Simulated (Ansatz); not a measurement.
Planning a run of Ansatz 0.2.0 on Cs2AgBiBr6 (Fm-3m). The input:

```yaml
crystal:
  lattice:
    - [0.0, 5.744148, 5.744148]
    - [5.744148, 0.0, 5.744148]
    - [5.744148, 5.744148, 0.0]
  atoms:
    - { symbol: Cs, position: [0.75, 0.75, 0.75] }
    - { symbol: Cs, position: [0.25, 0.25, 0.25] }
    - { symbol: Ag, position: [0.5, 0.5, 0.5] }
    - { symbol: Bi, position: [0.0, 0.0, 0.0] }
    - { symbol: Br, position: [0.749194, 0.250806, 0.250806] }
    - { symbol: Br, position: [0.250806, 0.250806, 0.749194] }
    - { symbol: Br, position: [0.250806, 0.749194, 0.749194] }
    - { symbol: Br, position: [0.250806, 0.749194, 0.250806] }
    - { symbol: Br, position: [0.749194, 0.250806, 0.749194] }
    - { symbol: Br, position: [0.749194, 0.749194, 0.250806] }
kpoints:
  mp_grid: { grid: [4, 4, 4] }
hamiltonian:
  xc: pbe
  pseudopotentials: { kind: paw, azcp: { folder: soft_1 } }
scf:
  occupations: { method: fixed }
  n_extra_bands: 141
output:
  optics: { e_range: [0, 15], de: 0.05, sigma: 0.15, scissors: 1.266 }
```

```sh
ansatz run input.yaml --threads 3 --pin off --max-ram 92160MiB --backend cuda --events-out ev --progress --plain --runs-dir out --devices 1 --max-vram 13GiB
```

How long will it take on 1 × NVIDIA H100 80GB HBM3 (shared by 6 runs) with 3 threads of AMD EPYC 7R13 (Zen 3), shared host, and how much memory?

It took 39 s; on shared hardware allow 19 s to 78 s. Peak host memory was 2.4 GiB.

[Paths, hosts, dates, memory and timing lines, banners, echoed tables and standing remarks are left out of the program output.]

[Logs are printed without paths, hosts, clocks, repeated set-up lines and the standing remarks that a program may print on its own settings, such as how far it seeks lower states.]

[Runs of the session that timed out or met a known fault of the program may be left out.]

[Cells called generated may have been cut or substituted from an entry of the Crystallography Open Database or the Materials Project.]

[Hosts, paths, dates, database ids (printed as entryN), source tags and the programs' standing remarks are cut or masked in the printed files.]
